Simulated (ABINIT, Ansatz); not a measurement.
# Li2H6Pt (Fm-3m): G0W0 with ABINIT, start to end, part 2 of 3

How does a plane-wave GW calculation on Li2H6Pt (Fm-3m) run from the first input to the gap?

ABINIT 10.8.3; LDA and many-body steps on it, plane waves. Known limits of the many-body steps: not at the basis limit; no spin polarisation; d states lean on the start; no spin-orbit coupling.

So far. Step 2 (Ground state): The gap is indirect, with the least direct gap 1.74 eV higher.

## (3) Bands along the symmetry lines

Level of this step: DFT, LDA, plane waves, norm-conserving pseudopotentials (ABINIT).

The cheap functional maps the bands first; the places of the edges decide which points the dearer methods must see.

run.abi

```
acell 3*1.0 Angstrom
rprim 
  -0.000000000000 3.324927160000 3.324927160000
  3.324927160000 0.000000000000 3.324927160000
  3.324927160000 3.324927160000 0.000000000000
ntypat 3
znucl 3 1 78
natom 9
typat 1 1 2 2 2 2 2 2 3
xred 
  0.750000000000 0.750000000000 0.750000000000
  0.250000000000 0.250000000000 0.250000000000
  0.754787880000 0.754787880000 0.245212120000
  0.245212120000 0.754787880000 0.245212120000
  0.754787880000 0.245212120000 0.245212120000
  0.245212120000 0.245212120000 0.754787880000
  0.754787880000 0.245212120000 0.754787880000
  0.245212120000 0.754787880000 0.754787880000
  0.000000000000 0.000000000000 0.000000000000
pp_dirpath "pseudos"
pseudos "Li.upf, H.upf, Pt.upf"
ecut 34
iscf -2
irdden 1
kptopt 0
nkpt 26
kpt 
  0.00000000 0.00000000 0.00000000
  0.12500000 0.00000000 0.12500000
  0.25000000 0.00000000 0.25000000
  0.37500000 0.00000000 0.37500000
  0.50000000 0.00000000 0.50000000
  0.53125000 0.06250000 0.53125000
  0.56250000 0.12500000 0.56250000
  0.59375000 0.18750000 0.59375000
  0.62500000 0.25000000 0.62500000
  0.37500000 0.37500000 0.75000000
  0.28125000 0.28125000 0.56250000
  0.18750000 0.18750000 0.37500000
  0.09375000 0.09375000 0.18750000
  0.00000000 0.00000000 0.00000000
  0.12500000 0.12500000 0.12500000
  0.25000000 0.25000000 0.25000000
  0.37500000 0.37500000 0.37500000
  0.50000000 0.50000000 0.50000000
  0.50000000 0.43750000 0.56250000
  0.50000000 0.37500000 0.62500000
  0.50000000 0.31250000 0.68750000
  0.50000000 0.25000000 0.75000000
  0.50000000 0.18750000 0.68750000
  0.50000000 0.12500000 0.62500000
  0.50000000 0.06250000 0.56250000
  0.50000000 0.00000000 0.50000000
istwfk *1
nband 22
nbdbuf 2
tolwfr 1e-08
nstep 40
prtwf 0
prtvol 0
indata_prefix "in"
outdata_prefix "out"
tmpdata_prefix "tmp"
```

The run is started by

```
$ OMP_NUM_THREADS=1 mpirun -n 4 abinit run.abi > log
```

Numbers of over 12 decimals in the logs are rounded to 6 here.

The log of the run:

```text
.Version 10.8.3 of ABINIT. v10.8.2 released Aug 2026.

 Symmetries : space group Fm -3 m (#225); Bravais cF (face-center cubic)
[... echo of the input left out ...]
== DATASET  1 ==================================================================
-   mpi_nproc: 4, omp_nthreads: 1 (-1 if OMP is not activated)

--- !DatasetInfo
iteration_state: {dtset: 1, }
dimensions: {natom: 9, nkpt: 26, mband: 22, nsppol: 1, nspinor: 1, nspden: 1, mpw: 4726, }
cutoff_energies: {ecut:  34.0, pawecutdg:  -1.0, }
electrons: {nelect:   3.00000000E+01, charge:   0.00000000E+00, occopt:   1.00000000E+00, tsmear:   1.00000000E-02, }

 Real(R)+Recip(G) space primitive vectors, cartesian coordinates (Bohr,Bohr^-1):
 R(1)=  0.0000000  6.2832017  6.2832017  G(1)= -0.0795773  0.0795773  0.0795773
 R(2)=  6.2832017  0.0000000  6.2832017  G(2)=  0.0795773 -0.0795773  0.0795773
 R(3)=  6.2832017  6.2832017  0.0000000  G(3)=  0.0795773  0.0795773 -0.0795773
 Unit cell volume ucvol=  4.9610431E+02 bohr^3
 Angles (23,13,12)=  6.00000000E+01  6.00000000E+01  6.00000000E+01 degrees

 getcut: wavevector=  0.0000  0.0000  0.0000  ngfft=  48  48  48
         ecut(hartree)=     34.000   => boxcut(ratio)=   2.05798

--- Pseudopotential description ------------------------------------------------
- Li Generated using ONCVPSP code by D. R. Hamann
-  3.00000   3.00000  180309                  znucl, zion, pspdat
12 -1012 1 -1 1944                            pspcod,pspxc,lmax,lloc,mmax
     nproj     2     2     0     0
  pspatm : epsatm=    2.61415252
         --- l  ekb(1:nproj) -->
             0   -4.854561   -1.448487
             1   -2.179236   -0.444438
 pspatm: atomic psp has been read  and splines computed

- H Generated using ONCVPSP code by D. R. Hamann
-  1.00000   1.00000  180309                  znucl, zion, pspdat
12 -1012 1 -1 1180                            pspcod,pspxc,lmax,lloc,mmax
     nproj     2     1     0     0
  pspatm : epsatm=    0.35439867
         --- l  ekb(1:nproj) -->
             0   -1.665338   -0.519510
             1   -0.275071
 pspatm: atomic psp has been read  and splines computed

- Pt Generated using ONCVPSP code by D. R. Hamann
- 78.00000  18.00000  180309                  znucl, zion, pspdat
12 -1012 3 -1 1340                            pspcod,pspxc,lmax,lloc,mmax
     nproj     2     2     2     2
  pspatm : epsatm=   26.53268550
         --- l  ekb(1:nproj) -->
[...]
pspatm: atomic psp has been read  and splines computed

--------------------------------------------------------------------------------

================================================================================
 prteigrs : about to open file out_EIG
 Non-SCF case, kpt    1 (  0.00000  0.00000  0.00000), residuals and eigenvalues=
  4.56E-09  1.27E-09  3.12E-09  6.55E-09  1.37E-09  6.99E-09  1.94E-09  2.27E-09
[...]
Non-SCF case, kpt   25 (  0.50000  0.06250  0.56250), residuals and eigenvalues=
[...]
Non-SCF case, kpt   26 (  0.50000  0.00000  0.50000), residuals and eigenvalues=
[...]
--- !ResultsGS
iteration_state: {dtset: 1, }
comment   : Summary of ground state results
lattice_vectors:
- [ -0.0000000,   6.2832017,   6.2832017, ]
- [  6.2832017,   0.0000000,   6.2832017, ]
- [  6.2832017,   6.2832017,   0.0000000, ]
lattice_lengths: [   8.88579,    8.88579,    8.88579, ]
lattice_angles: [ 60.000,  60.000,  60.000, ] # degrees, (23, 13, 12)
lattice_volume:   4.9610431E+02
convergence: {deltae:  0.000E+00, res2:  0.000E+00, residm:  9.920E-09, diffor:  0.000E+00, }
etotal    :  -1.48502049E+02
entropy   :   0.00000000E+00
fermie    :   5.78401079E-02
cartesian_stress_tensor: null
pressure_GPa: null
xred      :
- [  7.5000E-01,   7.5000E-01,   7.5000E-01, Li]
- [  2.5000E-01,   2.5000E-01,   2.5000E-01, Li]
- [  7.5479E-01,   7.5479E-01,   2.4521E-01,  H]
- [  2.4521E-01,   7.5479E-01,   2.4521E-01,  H]
- [  7.5479E-01,   2.4521E-01,   2.4521E-01,  H]
- [  2.4521E-01,   2.4521E-01,   7.5479E-01,  H]
- [  7.5479E-01,   2.4521E-01,   7.5479E-01,  H]
- [  2.4521E-01,   7.5479E-01,   7.5479E-01,  H]
- [  0.0000E+00,   0.0000E+00,   0.0000E+00, Pt]
cartesian_forces: null
force_length_stats: {min: null, max: null, mean: null, }

 Integrated electronic density in atomic spheres:
 ------------------------------------------------
 Atom  Sphere_radius  Integrated_density
[...]
================================================================================

 ----iterations are completed or convergence reached----

 Mean square residual over all n,k,spin=   46.287E-10; max=  99.203E-10
 reduced coordinates (array xred) for    9 atoms
[...]
0.245212120000      0.754787880000      0.754787880000
       0.000000000000      0.000000000000      0.000000000000

 cartesian coordinates (angstrom) at end:
[...]
8      5.019229     3.324927     3.324927
    9      0.000000     0.000000     0.000000
 length scales=  1.889726125908  1.889726125908  1.889726125908 bohr
              =  1.000000000000  1.000000000000  1.000000000000 angstroms
 prteigrs : about to open file out_EIG
 Eigenvalues (hartree) for nkpt=  26  k points:
 kpt#   1, nband= 22, wtk=  1.00000, kpt=  0.0000  0.0000  0.0000 (reduced coord)
[...]
kpt#   2, nband= 22, wtk=  1.00000, kpt=  0.1250  0.0000  0.1250 (reduced coord)
[...]
kpt#   3, nband= 22, wtk=  1.00000, kpt=  0.2500  0.0000  0.2500 (reduced coord)
[...]
kpt#  25, nband= 22, wtk=  1.00000, kpt=  0.5000  0.0625  0.5625 (reduced coord)
[...]
0.32724    0.36179    0.40903    0.42311    0.42561    0.46478
 kpt#  26, nband= 22, wtk=  1.00000, kpt=  0.5000  0.0000  0.5000 (reduced coord)
  -3.54425   -1.85568   -1.85568   -1.85567   -1.53028   -1.53019   -0.17545   -0.12837
  -0.12231   -0.03538   -0.03072   -0.01407   -0.01407   -0.00613   -0.00613    0.15316
   0.32527    0.37508    0.41262    0.42264    0.42264    0.48964

== END DATASET(S) ==============================================================
================================================================================

 -outvars: echo values of variables after computation  --------
            nband          22
             nkpt          26
          spgroup         225
 [... the other variables as echoed above ...]

 Calculation completed.
```

Wall time 17 s (4 MPI ranks of Arm Neoverse V1, shared host); peak memory 0.31 GiB; 68 s of CPU time.

Numbers from this step:

```yaml
gap: 2.578 eV
k_of_the_valence_top: 0.1875, 0.1875, 0.375
k_of_the_conduction_bottom: 0.5, 0, 0.5
least_direct_gap: 4.335 eV
```

The gap is 2.578 eV, −0.016 eV from the run before at this level.

Electronic bands along the path, in eV, zero at the top of the highest filled band:

```csv
point,band 12,band 13,band 14,band 15,band 16,band 17,band 18,band 19
Γ,-2.41,-0.44,-0.44,-0.44,6.21,7.07,7.07,7.07
halfway,-2.34,-1.28,-0.97,-0.97,3.97,7.17,8.02,8.02
X,-1.97,-1.97,-1.76,-1.76,2.58,7.26,8.62,9.64
halfway,-1.99,-1.92,-1.91,-1.60,2.91,7.37,8.00,9.47
U,-2.12,-2.03,-1.78,-1.18,3.65,6.90,7.69,9.09
jump to K,-2.12,-2.03,-1.78,-1.18,3.65,6.90,7.69,9.09
halfway,-2.26,-1.93,-1.00,0.00,5.14,5.74,7.24,7.58
Γ,-2.41,-0.44,-0.44,-0.44,6.21,7.07,7.07,7.07
halfway,-2.31,-1.79,-0.27,-0.27,5.84,5.84,6.71,7.53
L,-2.16,-2.14,-0.20,-0.20,5.15,5.15,6.73,7.57
halfway,-2.16,-2.10,-1.08,-0.71,4.61,5.62,7.97,8.25
W,-1.97,-1.82,-1.80,-1.80,4.42,5.81,8.18,8.18
halfway,-1.97,-1.91,-1.79,-1.75,3.24,7.40,7.48,9.20
X,-1.97,-1.97,-1.76,-1.76,2.58,7.26,8.62,9.64
```

## (4) Empty states on the mesh, 4×4×4 mesh, 142 bands

The sums over transitions need many empty states on a uniform mesh; this step solves for them.

run.abi

```
acell 3*1.0 Angstrom
rprim 
  -0.000000000000 3.324927160000 3.324927160000
  3.324927160000 0.000000000000 3.324927160000
  3.324927160000 3.324927160000 0.000000000000
ntypat 3
znucl 3 1 78
natom 9
typat 1 1 2 2 2 2 2 2 3
xred 
  0.750000000000 0.750000000000 0.750000000000
  0.250000000000 0.250000000000 0.250000000000
  0.754787880000 0.754787880000 0.245212120000
  0.245212120000 0.754787880000 0.245212120000
  0.754787880000 0.245212120000 0.245212120000
  0.245212120000 0.245212120000 0.754787880000
  0.754787880000 0.245212120000 0.754787880000
  0.245212120000 0.754787880000 0.754787880000
  0.000000000000 0.000000000000 0.000000000000
pp_dirpath "pseudos"
pseudos "Li.upf, H.upf, Pt.upf"
ecut 34
ngkpt 4 4 4
nshiftk 1
shiftk 0 0 0
kptopt 1
chksymbreak 0
irdden 1
istwfk *1
nband 142
prtvol 0
optdriver 6
gwr_task "HDIAGO"
paral_kgb 0
occopt 1
indata_prefix "in"
outdata_prefix "out"
tmpdata_prefix "tmp"
```

The log of the run:

```text
[banner, memory and clock lines left out]
.Version 10.8.3 of ABINIT. v10.8.2 released Aug 2026.

 Symmetries : space group Fm -3 m (#225); Bravais cF (face-center cubic)
[... echo of the input left out ...]
== DATASET  1 ==================================================================
-   mpi_nproc: 4, omp_nthreads: 1 (-1 if OMP is not activated)

--- !DatasetInfo
iteration_state: {dtset: 1, }
dimensions: {natom: 9, nkpt: 8, mband: 142, nsppol: 1, nspinor: 1, nspden: 1, mpw: 4723, }
cutoff_energies: {ecut:  34.0, pawecutdg:  -1.0, }
electrons: {nelect:   3.00000000E+01, charge:   0.00000000E+00, occopt:   1.00000000E+00, tsmear:   1.00000000E-02, }

.Using double precision arithmetic; gwpc =  8

- Reading GS density from: in_DEN

--- Pseudopotential description ------------------------------------------------
- Li Generated using ONCVPSP code by D. R. Hamann
-  3.00000   3.00000  180309                  znucl, zion, pspdat
12 -1012 1 -1 1944                            pspcod,pspxc,lmax,lloc,mmax
     nproj     2     2     0     0
  pspatm : epsatm=    2.61415252
         --- l  ekb(1:nproj) -->
             0   -4.854561   -1.448487
             1   -2.179236   -0.444438
 pspatm: atomic psp has been read  and splines computed

- H Generated using ONCVPSP code by D. R. Hamann
-  1.00000   1.00000  180309                  znucl, zion, pspdat
12 -1012 1 -1 1180                            pspcod,pspxc,lmax,lloc,mmax
     nproj     2     1     0     0
  pspatm : epsatm=    0.35439867
         --- l  ekb(1:nproj) -->
             0   -1.665338   -0.519510
             1   -0.275071
 pspatm: atomic psp has been read  and splines computed

- Pt Generated using ONCVPSP code by D. R. Hamann
- 78.00000  18.00000  180309                  znucl, zion, pspdat
12 -1012 3 -1 1340                            pspcod,pspxc,lmax,lloc,mmax
     nproj     2     2     2     2
  pspatm : epsatm=   26.53268550
         --- l  ekb(1:nproj) -->
             0   18.400652    1.770248
             1    8.032970    1.205561
             2    2.335004    0.351029
             3    3.521301    0.381839
 pspatm: atomic psp has been read  and splines computed

   1.01662148E+03                                ecore*ucvol(ha*bohr**3)

 Total charge density [el/Bohr^3]
)     Maximum=    2.7324E+00  at reduced coord.    0.7500    0.7500    0.7500
)     Minimum=    3.1007E-03  at reduced coord.    0.5000    0.5000    0.5000
   Integrated=    3.0000E+01

 === KS gaps after direct diagonalization ===
 Indirect band gap semiconductor
 Fundamental gap:     2.757 (eV)
   VBM:     1.410 (eV) at k: [-2.5000E-01,  2.5000E-01,  0.0000E+00]
   CBM:     4.168 (eV) at k: [ 5.0000E-01,  5.0000E-01,  0.0000E+00]
 Direct gap:         4.334 (eV) at k: [ 5.0000E-01,  5.0000E-01,  0.0000E+00]

== END DATASET(S) ==============================================================

 -outvars: echo values of variables after computation  --------
           etotal      0.0000000000E+00
            nband         142
             nkpt           8
          spgroup         225
 [... the other variables as echoed above ...]

 Calculation completed.
```

Wall time 2.5 min (4 MPI ranks); peak memory 5 GiB; 9.9 min of CPU time.

This step gave:

- gap: 2.757 eV
- k of the valence top: -0.25, 0.25, 0
- k of the conduction bottom: 0.5, 0.5, 0
- least direct gap: 4.334 eV
- k points computed: 8
- lowest point of the top converged band, above the valence top: 73.4565 eV

On this mesh the gap is 2.757 eV. The earlier step found 2.594 eV, so this mesh misses an edge.

## (5) Screening, 4×4×4 mesh, 134 bands, screening to 176.9 eV

The RPA dielectric matrix is built and inverted for each q.

This step: RPA screening on LDA, plane waves, norm-conserving pseudopotentials.

run.abi, as its differences from that of step 4:

```diff
@@ -27,10 +27,11 @@
 chksymbreak 0
-irdden 1
 istwfk *1
-nband 142
-prtvol 0
-optdriver 6
-gwr_task "HDIAGO"
-paral_kgb 0
 occopt 1
+irdwfk 1
+optdriver 3
+nband 134
+ecuteps 6.5
+inclvkb 2
+awtr 1
+symchi 1
 indata_prefix "in"
```

The log of the run:

```text
.Version 10.8.3 of ABINIT. v10.8.2 released Aug 2026.

 Symmetries : space group Fm -3 m (#225); Bravais cF (face-center cubic)
[... echo of the input left out ...]
== DATASET  1 ==================================================================
-   mpi_nproc: 4, omp_nthreads: 1 (-1 if OMP is not activated)

--- !DatasetInfo
iteration_state: {dtset: 1, }
dimensions: {natom: 9, nkpt: 8, mband: 134, nsppol: 1, nspinor: 1, nspden: 1, mpw: 4723, }
cutoff_energies: {ecut:  34.0, pawecutdg:  -1.0, }
electrons: {nelect:   3.00000000E+01, charge:   0.00000000E+00, occopt:   1.00000000E+00, tsmear:   1.00000000E-02, }

 SCREENING: Calculation of the susceptibility and dielectric matrices

 Based on a program developped by R.W. Godby, V. Olevano, G. Onida, and L. Reining.
 Incorporated in ABINIT by V. Olevano, G.-M. Rignanese, and M. Torrent.
.Using double precision arithmetic ; gwpc =  8

[... cell and pseudopotentials left out ...]
--------------------------------------------------------------------------------

 ==== K-mesh for the wavefunctions ====
 Number of points in the irreducible wedge :     8
[... list of points left out ...]
 Together with 48 symmetry operations and time-reversal symmetry
 yields    64 points in the full Brillouin Zone.

 ==== Q-mesh for the screening function ====
 Number of points in the irreducible wedge :     8
[... list of points left out ...]
 Together with 48 symmetry operations and time-reversal symmetry
 yields    64 points in the full Brillouin Zone.

 setmesh: FFT mesh size selected  =    36x   36x   36
          total number of points  =        46656

 vcoul_init : cutoff-mode = AUXILIARY_FUNCTION
 q-points for optical limit:   1
     1)      0.000010    0.000020    0.000030

- screening: taking advantage of time-reversal symmetry
- Maximum band index for partially occupied states nbvw = 15
- Remaining bands to be divided among processors   nbcw = 119
- Number of bands treated by each node ~29

 Number of electrons calculated from density =   30.0000; Expected =   30.0000
 average of density, n =  0.060471
 r_s =    1.5805
 omega_plasma =   23.7208 [eV]

 calculating chi0 at frequencies [eV] :
  1    0.000000E+00    0.000000E+00
  2    0.000000E+00    2.372082E+01

--------------------------------------------------------------------------------
  q-point number  1        q = ( 0.000000, 0.000000, 0.000000) [r.l.u.]
--------------------------------------------------------------------------------
[... chi0 elements left out ...]
 For q-point:  0.000010 0.000020 0.000030
  dielectric constant =   4.2220
  dielectric constant without local fields =   5.1804

  Average fulfillment of the sum rule on Im[epsilon] for q-point    1 :     76.11  [%]
[... wings left out ...]
  q-point number  2        q = ( 0.250000, 0.000000, 0.000000) [r.l.u.]
--------------------------------------------------------------------------------
[... chi0 elements left out ...]
  Average fulfillment of the sum rule on Im[epsilon] for q-point    2 :     86.77  [%]

 [... 6 further q-points ...]
```

Elapsed: 1.8 min, on 4 MPI ranks; peak memory 1.8 GiB.

Numbers from this step:

| Property | Result |
| --- | --- |
| ε∞ with local fields, on this mesh, along the program's q direction | 4.222 |
| the same without local fields | 5.180 |
| plasma frequency | 23.72 eV |
| plane waves in the screening matrix | 411 |

Local fields lower ε∞ by 19 %.

[end of part 2 of 3]

[Paths, hosts, dates, memory and timing lines, banners, echoed tables and standing remarks are left out of the program output.]

[Logs are printed without paths, hosts, clocks, repeated set-up lines and the standing remarks that a program may print on its own settings, such as how far it seeks lower states.]

[Runs of the session that timed out or met a known fault of the program may be left out.]

[Hosts, paths, dates, database ids (printed as entryN), source tags and the programs' standing remarks are cut or masked in the printed files.]

[G0W0 gaps are taken among the corrected bands and points alone; a level outside them can change the order at an edge.]

[Where Ansatz stands beside ABINIT at settings called matched, ABINIT's density can come from a denser mesh and the files from another edition; pairs whose starting gaps differed by over 0.03 eV were left out, so agreement reads better than it is.]
